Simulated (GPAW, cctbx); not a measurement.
## Cd3Cu: deformation density and structure factors from DFT

Aim: compute the bonding part of the density of Cd3Cu, find which reflections carry it, and see how it biases an ordinary refinement.

The cell comes from substitution in a known structure type and wasn't matched to any measured phase. All numbers below are calculated.

### 1. Relax the structure

The density hangs on the geometry, so cell and atoms are relaxed first, with the symmetry held. The cutoff is set higher than for the density because stress converges slowly with plane waves.

Settings: GPAW 26.7.0, PBE, 570 eV, 5×5×5 k-points, Fermi–Dirac width 0.1 eV, BFGS to 0.03 eV/Å.

```text
cell
1.0
     0.000000000    3.357500000    3.357500000
     3.357500000    0.000000000    3.357500000
     3.357500000    3.357500000    0.000000000
Cd Cu
3 1
Direct
0.500000000 0.500000000 0.500000000
0.750000000 0.750000000 0.750000000
0.250000000 0.250000000 0.250000000
0.000000000 0.000000000 0.000000000
```

```console
$ OMP_NUM_THREADS=1 mpirun -n 4 gpaw python run.py > gpaw.log
```

```text
BFGS:    0       -6.038993        0.056363
BFGS:    1       -6.039119        0.051712
BFGS:    2       -6.039581        0.000552
cell  4.7367 4.7367 4.7367  60.00 60.00 60.00
volume 75.145 A^3, largest force 0.000 eV/A, largest stress 0.00 GPa
```

After 2 steps the volume has changed by -0.7 % and the energy by -0.001 eV; the largest stress left is 0.00 GPa. It took 15 s on 4 cores of Intel(R) Xeon(R) Platinum 8488C (Sapphire Rapids) (shared host), peak memory 0.76 GiB.

Relaxed structure: Fm-3m (no. 225), a = 6.6986 Å, b = 6.6986 Å, c = 6.6986 Å, α = 90.00°, β = 90.00°, γ = 90.00°.

```
atom  mult.    x    y    z
 Cd1      4  1/2    0    0
 Cd2      8  1/4  1/4  3/4
 Cu1      4    0    0    0
```

### 2. Density and charge transfer

X-rays see the whole electron density, so the PAW density is rebuilt with its core regions. Subtracting spherical free atoms from the same code cancels the cores and leaves the deformation density Δρ, the part due to bonding.

Settings: PBE, 450 eV, 6×6×6 k-points, Fermi–Dirac width 0.1 eV; primitive cell of 4 atoms.

```console
$ OMP_NUM_THREADS=1 mpirun -n 4 gpaw python run.py > gpaw.log
```

```text
|iter:   1|       0s |   -6.674024 | -0.44 |       |
|iter:   2|       0s |   -6.373487 | -2.16 | -1.23 |
|iter:   3|       1s |   -5.996507 | -2.05 | -1.31 |
...
|iter:   7|       2s |   -5.913097c| -5.76 | -3.40 |
|iter:   8|       3s |   -5.913108c| -6.62 | -3.83 |
|iter:   9|       3s |   -5.913113c| -7.76c| -4.26c|
```

```text
grid (48, 48, 48)  electrons 173.000  moved by bonding 0.810 e
deformation density beyond 0.5 A of the nuclei: max 0.027, min -0.106 e/A^3
atom        x       y       z   Voronoi charge  moment
Cd1    0.5000  0.5000  0.5000      0.043       0.00
Cd2    0.7500  0.7500  0.7500      0.048       0.00
Cd3    0.2500  0.2500  0.2500      0.048       0.00
Cu4    0.0000  0.0000  0.0000     -0.138       0.00
mean inner potential of superposed free atoms 20.614 V
total magnetic moment 0.000 muB
```

Deformation density in a plane through the shortest contact of the Cd atom at the origin, in 0.01 e/Å³ (clipped at ±99); x from -1.6 to 4.5 Å, y from 2.4 down to -2.4 Å:

```text
 -4   .   .  -4  -2   2   2  -4   .   .  -7   1   2   0  -6   4
 -4  -5  -6  -5   0   2   2   0  -3  -5  -1   2   2   1  -3  -6
  0  -1   0   1   2   2   2   2   1   2   2   2   2   2   0  -1
  2   2   1   1   0   0   1   2   2   2   1   0   0   1   2   2
  2   1  -1  -5  -6  -5  -1   2   2   0  -5  -6  -6  -2   1   3
  1   1  -6  -2   .  -1  -5   1   1  -5  -2   .   1  -5   0   2
  1   0  -6   .   .   .  -6   1   1  -5   .   .   .  -6   0   2
  1   0  -5   1   .  -3  -5   1   1  -5   0   .  -2  -6   0   2
  2   1  -1  -6  -6  -5   0   2   1  -1  -5  -6  -5  -1   1   3
  2   2   1   0   0   1   2   2   2   1   0   0   1   1   2   2
  1   2   2   2   2   1   0  -1   0   2   2   2   1   0  -1   0
 -3   1   2   2   0  -5  -5  -6  -4   0   2   0  -4  -6  -6  -4
 -3  -3   2   2  -3  -3   .   .  -5  -1   1  -2  -4   .   .  -5
```

Atoms in or within 0.15 Å of the plane: Cd (0.0, 0.0), Cd (2.9, 0.0) Å. Dots mark points within about 0.45 Å of a nucleus; large values next to them are atomic features.

Cu gains most (-0.14 e) and Cd loses most (+0.05 e), in averages over each element's sites, as electronegativity suggests. Along the shortest contact from the Cd atom at the map's origin, Cd–Cd at 2.90 Å, Δρ is +0.01 e/Å³ at the midpoint: little piles up between the atoms, as is usual in a metallic crystal, which this run finds. At the midpoints of other shortest contacts it is +0.02 (Cd–Cu, 2.90 Å) e/Å³. Point values carry grid noise of about 0.01 e/Å³. The run needed 9 iterations, 9.8 s.

### 3. From the density to structure factors

The Fourier components of Δρ, added to those of the free atoms, give the static X-ray structure factors; the Mott–Bethe relation turns them into the Fourier components V of the potential that fast electrons feel.

```text
static structure factors of the conventional cell: F in electrons, V (Mott-Bethe) in volts
   h  k  l      d  |F| table  |F| free   |F| DFT   change   |V| free  |V| DFT  change %
   1  1  1  3.8674    68.192    68.560    68.344   -0.216     1.697    1.746      2.9
   0  2  0  3.3493    66.317    66.697    66.591   -0.106     1.591    1.610      1.1
   0  2  2  2.3683   551.753   550.521   548.754   -1.767    12.101   12.252      1.2
   1  3  1  2.0197    57.428    57.855    58.204    0.348     1.129    1.107     -1.9
   2  2  2  1.9337    56.544    56.965    57.401    0.436     1.085    1.061     -2.3
   0  4  0  1.6747   479.613   478.479   478.343   -0.135     9.131    9.137      0.1
   1  3  3  1.5368    51.856    52.157    52.544    0.387     0.859    0.845     -1.6
   0  4  2  1.4979    51.343    51.625    51.995    0.370     0.834    0.821     -1.5
   2  4  2  1.3673   430.340   429.838   430.343    0.505     7.474    7.460     -0.2
   3  3  3  1.2891    48.438    48.630    48.863    0.233     0.694    0.688     -0.9
   1  5  1  1.2891    48.438    48.630    48.868    0.238     0.694    0.688     -0.9
   0  4  4  1.1842   393.998   394.052   394.522    0.470     6.371    6.361     -0.2
   1  5  3  1.1323    46.140    46.305    46.453    0.147     0.581    0.578     -0.5
   2  4  4  1.1164    45.908    46.073    46.205    0.132     0.569    0.566     -0.4
```

The largest X-ray change is -1.77 e on 022, 0.3 % of |F|. For electrons V goes as (Z − F)/g², so a change of F counts against Z − F, which is small at low angle and wherever the atoms' terms cancel: |V| of 111 moves by +2.9 % (1.70 to 1.75 V) against -0.3 % in |F|. The tabulated Hartree–Fock atoms differ from the free DFT atoms by up to 1.23 e, so the choice of reference atom matters too.

### 4. The functional ladder

The same geometry is run with other functionals, to see whether the bonding signal is larger than the spread between approximations. Free atoms are LDA for LDA and PBE otherwise. Any other changed setting is in the row's label.

```csv
run,ΔF 022 (e),ΔF 242 (e),ΔF 044 (e),q(Cu) (e),moved (e),time
PBE,-1.767,+0.505,+0.470,-0.138,0.810,9.8 s
LDA,-1.765,+0.424,+0.433,-0.131,0.786,9.5 s
RPBE,-1.693,+0.581,+0.490,-0.139,0.829,9.9 s
```

At the base's settings ΔF(022) spans -1.767 to -1.693 e, a spread of 4 % of the PBE value; over the three listed reflections the spread is at most 31 %, so the sign holds and the size hangs on the functional. Times are from shared hosts.

### 5. What a spherical-atom refinement makes of it

Routine crystallography fits spherical atoms. To see the bias, intensities are simulated from tabulated atoms plus the DFT change ΔF, so that bonding alone can misfit (2564 reflections of the full sphere, merged to the counts below, to 0.5 Å, 1 % proportional noise plus counting noise, assumed isotropic U as listed, Δρ smeared by the mean U) and refined with cctbx over different ranges.

```
                    range  data      R1  GooF  U Cd1 (true 0.0081)  U Cd2 (true 0.0081)  U Cu1 (true 0.0097)  largest shift (Å)  Δρ max, min (e/Å³)
                 all data    93  0.0027  0.94               0.0081               0.0081               0.0097             0.0000         0.18, -0.17
 low resolution, d > 0.84    25  0.0027  1.09               0.0082               0.0082               0.0099             0.0000         0.11, -0.08
     high order, d < 0.75    59  0.0025  0.82               0.0080               0.0080               0.0096             0.0000         0.09, -0.14
occupancies free, d > 0.7    40  0.0024  0.98               0.0082               0.0082               0.0098             0.0000         0.15, -0.08
```

With all data GooF is 0.94, so at this noise the bonding hardly shows; the top residual peak, near noise level, lies 0.46 Å from Cd and 2.44 Å from Cd. No U is off by more than 3 s.u. at low resolution. Symmetry fixes every coordinate, so the shifts are zero by construction. With Cd1 held at 1 and the scale free, the other occupancies refine to Cd2 1.001(0.001) and Cu1 1.000(0.002), within three s.u. of full.

### 6. Answer

Bonding moves 0.81 e in the primitive cell of Cd3Cu and changes the structure factors of the conventional cell in the table above by at most 1.77 e (022, 0.3 %), and among reflections above 2 % of the strongest by up to 0.8 % (222). The shortest bond, Cd–Cd, has Δρ = +0.01 e/Å³ at its midpoint, with no localised bond charge. At the base's settings ΔF(022) spans -1.767 to -1.693 e, a spread of 4 % of the PBE value; over the three listed reflections the spread is at most 31 %, so the sign holds and the size hangs on the functional. With all data GooF is 0.94, so at this noise the bonding hardly shows. Limits: static density, frozen cores, no spin–orbit coupling.

[Outputs are excerpts: Python notices, other lines and further rows are left out; steps that failed or that the build refused (PBEsol, TPSS) are not shown.]

[Logs are printed without paths, hosts, clocks, repeated set-up lines and the standing remarks that a program may print on its own settings, such as how far it seeks lower states.]
